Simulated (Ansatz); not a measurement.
# linear In chain: one chain at several levels of theory, part 4 of 4

Wanted: the relaxed geometry and the open channels of the linear In chain, by several methods.

Ansatz 0.2.0; DFT PBE, plane waves, PAW; relaxation of a chain's period (the session's first sound run).

So far. Step 11 (Relaxation of atoms and period, cutoff 952.399 eV): The cell's length comes to 2.889 Å, -0.1 % against the first run, with no moment. Step 12 (Relaxing the period): The cell's length comes to 2.892 Å, +0.0 % against the first run, with spin left out.

## 14. Two-component spinors (continued)

Level of this step: DFT PBE, plane waves, fully relativistic PAW; channels of a perfect chain with spin-orbit coupling (Ansatz).

The slowest values at each energy, most degenerate partners merged, listed up to 1.5 1/Å. The Im kz of the slowest decaying states by energy, zero at the Fermi level:

| energy (eV) | decay 1 (Å⁻¹) | decay 2 (Å⁻¹) | decay 3 (Å⁻¹) | decay 4 (Å⁻¹) |
| --- | --- | --- | --- | --- |
| -0.420 | 0.159 | 0.268 | 0.867 | 1.05 |
| -0.350 | 0.0980 | 0.238 | 0.856 | 1.04 |
| -0.315 | 0.0408 | 0.221 | 0.851 | 1.03 |
| -0.245 | 0.182 | 0.840 | 1.02 | 1.20 |
| -0.175 | 0.132 | 0.828 | 1.02 | 1.19 |
| -0.105 | 0.0395 | 0.817 | 1.01 | 1.18 |
| -0.070 | 0.811 | 1.00 | 1.18 | 1.18 |
| 0.000 | 0.799 | 0.992 | 1.17 | 1.17 |
| 0.070 | 0.787 | 0.982 | 1.16 | 1.17 |
| 0.105 | 0.781 | 0.978 | 1.16 | 1.16 |
| 0.175 | 0.769 | 0.968 | 1.15 | 1.16 |
| 0.245 | 0.756 | 0.958 | 1.15 | 1.15 |
| 0.315 | 0.743 | 0.948 | 1.14 | 1.14 |
| 0.350 | 0.737 | 0.943 | 1.14 | 1.14 |
| 0.420 | 0.724 | 0.933 | 1.13 | 1.13 |

The electronic bands at the labelled points (eV, zero at the Fermi level):

| point | band 11 | band 12 | band 13 | band 14 | band 15 | band 16 | band 17 | band 18 |
| --- | --- | --- | --- | --- | --- | --- | --- | --- |
| Γ | -6.44 | -6.44 | -0.31 | -0.31 | -0.10 | -0.10 | 2.36 | 2.36 |
| halfway | -5.31 | -5.31 | 0.94 | 0.94 | 1.16 | 1.16 | 3.45 | 3.45 |
| Z | -1.79 | -1.79 | -1.34 | -1.34 | 3.40 | 3.40 | 3.70 | 3.70 |

At the computed energy nearest the Fermi level there are 6 spinor channels, and the thermal average gives 2.98 G₀.

## 15. The same system on other settings: basis.xc_grid = 2

This step: DFT PBE, plane waves, PAW; channels and complex bands of a perfect chain; changed: basis.xc_grid = 2 (Ansatz 0.2.0).

The atoms of the run on the perfect lead (PBE) are kept and the input is varied, to see whether the result depends on it. The ELF is not written this time.

Input file input.yaml:

```yaml
crystal:
  lattice:
    - [7.5, 0.0, 0.0]
    - [0.0, 7.5, 0.0]
    - [0.0, 0.0, 2.8922721734]
  atoms:
    - { symbol: In, position: [0.5, 0.5, 0.0] }
kpoints:
  mp_grid: { grid: [1, 1, 28] }
  band_path: { path: ["Γ", Z], npoints: 60 }
scf:
  occupations: { method: fermi_dirac, width: 0.05 }
hamiltonian:
  xc: pbe
output:
  transmission:
    e_range: [-2, 2]
    de: 0.035
    kmesh: [1, 1]
    reduced_basis: true
    leads: [[0, 0]]
  dos: { projected: true, e_range: [-6, 4] }
  write_potential: true
  write_density: true
  volumetric_format: npy
basis:
  xc_grid: 2
```

Started as:

```sh
> ansatz run input.yaml --threads 4 --pin off --max-ram 8192MiB --backend cpu --events-out ev --progress --plain --runs-dir out
```

Numbers of over 12 decimals in the logs are rounded to 6 here.

Output:

```text
[...]
Crystal: 1 atoms, lattice volume = 162.690 Å³
Basis set: ecut = 420 eV, 3185 PW (Γ), exchange–correlation on 108×108×40 points (8 copies of the dense FFT grid, shifted against one another)
Bands: 11, of which v1, the nominal top of the filled ones, is band 7 counted from 1 (6 counted from 0)
Symmetry: 16 space group operations
[...]
k-points: 15 of 28
[...]
SCF iter   1: F=—  HF=-5596.608077 eV  |F-HF|=—  |Δ(HF+E_count)|=         —  Δρ=9.51e-4  dr2=6.09e-3  ethr=1.77e-3  ⟨swp⟩=5.8  Hψ=1062  notcnv=0
[...]
SCF iter   6: F=-5596.606495 eV  HF=-5596.606494 eV  |F-HF|=4.50e-8  |Δ(HF+E_count)|=   8.46e-7  Δρ=4.20e-6  dr2=2.02e-8  ethr=7.69e-10  ⟨swp⟩=5.4  Hψ=690  notcnv=0
SCF 1 converged in 6 iterations: F = -5596.606495 eV  dr2 = 2.02e-8
[...]
transmission: 4 of 24 steps passed
transmission: 8 of 24 steps passed
[...]
transmission: 24 of 24 steps passed
[...]
SCF converged after 6 iterations
Free energy (F): -5596.606495 eV
[...]
Internal energy: -5596.583720 eV  (E = F + TS)
E sigma→0 (E₀):  -5596.595107 eV
Entropy (-TS):   -0.022774 eV (-22.774 meV/atom)
Fermi energy:    -1.149254 eV
[...]
--- Band table (eV; the first three rows and the last of 15) ---
  k-point 0: bands = [... 3 lower, -15.8356, -15.8356, -7.5985, -1.3412, -1.3412, 1.2278, 2.5332, 4.1693]
  k-point 1: bands = [... 3 lower, -15.8404, -15.8404, -7.5762, -1.3146, -1.3146, 1.2502, 2.5557, 4.1912]
  k-point 2: bands = [... 3 lower, -15.8546, -15.8546, -7.5089, -1.2352, -1.2352, 1.3173, 2.6231, 4.2568]
  k-point 14: bands = [... 3 lower, -16.0335, -15.6272, -2.9464, -2.4716, 2.4107, 2.4107, 5.0941, 5.0941]
--- Transmission ---
  basis      : 497 plane waves across, 4 finite elements along
  points     : 1, standing for a mesh of 1 x 1
[...]
crystal 0  : In1, at the sites [0, 0], period 2.8923 Å: whole cells are its period
[...]
filled         : 18.4 meV over the level at which it is neutral
    channels       : 3.000000e0 a spin
[...]
```

The job ended after 12 s (4 threads of Arm Neoverse V2, shared host; peak memory 0.43 GiB).

Numbers from this step:

```
energy at zero smearing                        : -5596.5951 eV
conductance of the lead as this run defines it : 2.999 G₀
```

Open channels of the lead, one spin against energy, zero at the Fermi level:

| energy (eV) | open channels of the lead, one spin |
| --- | --- |
| -2.000 | 1 |
| -1.895 | 1 |
| -1.790 | 0 |
| -1.685 | 0 |
| -1.615 | 0 |
| -1.510 | 0 |
| -1.405 | 0 |
| -1.300 | 1 |
| -1.195 | 1 |
| -1.090 | 1 |
| -0.985 | 1 |
| -0.915 | 1 |
| -0.810 | 1 |
| -0.705 | 1 |
| -0.600 | 1 |
| -0.495 | 1 |
| -0.390 | 1 |
| -0.285 | 1 |
| -0.215 | 1 |
| -0.110 | 3 |
| -0.005 | 3 |
| 0.100 | 3 |
| 0.205 | 3 |
| 0.310 | 3 |
| 0.415 | 3 |
| 0.485 | 3 |
| 0.590 | 3 |
| 0.695 | 3 |
| 0.800 | 3 |
| 0.905 | 3 |
| 1.010 | 3 |
| 1.115 | 3 |
| 1.185 | 3 |
| 1.290 | 3 |
| 1.395 | 3 |
| 1.500 | 3 |
| 1.605 | 3 |
| 1.710 | 3 |
| 1.815 | 3 |
| 1.885 | 3 |

It took 12 s against 13 s for the run it varies, and the conductance is 3.00 G₀ against 3.00 G₀.

The channels at the energy nearest the Fermi level, one spin and conductance of the lead as this run defines it stay within 0.2 % plus 0.001 of the run it varies.

## 16. Outcome

```
cell length, PBE                      : 2.892 Å
cell length, r2SCAN                   : 2.729 Å
cell length, PBEsol                   : 2.835 Å
cell length, LDA                      : 2.683 Å
cell length, PBE, NC files            : 2.889 Å
cell length, PBE, no spin             : 2.892 Å
conductance, PBE                      : 3.00 G₀
conductance, r2SCAN                   : 3.00 G₀
conductance, PBEsol                   : 3.00 G₀
conductance, LDA                      : 3.00 G₀
conductance, with spin-orbit coupling : 2.98 G₀
```

Under PBE the cell's length is 2.89 Å, no moment survives, and it is a metal with 3 channels a spin next to the Fermi level, 3.00 G₀ at 300 K. The cell's length spans 7.8 % over the functionals, shortest under LDA and longest under PBE. A perfect wire passes every open channel, so the conductance counts half a G₀ for each forward-moving state at the Fermi level, spin by spin. Transport is coherent and elastic here: the atoms are frozen, so scattering by vibrations plays no part. The lead's cell of one atom keeps the chain straight and evenly spaced; a zigzag or dimerised form may lie lower.

[Logs are printed without paths, hosts, clocks, repeated set-up lines and the standing remarks that a program may print on its own settings, such as how far it seeks lower states.]

[Hosts, paths, dates, database ids (printed as entryN), source tags and the programs' standing remarks are cut or masked in the printed files.]
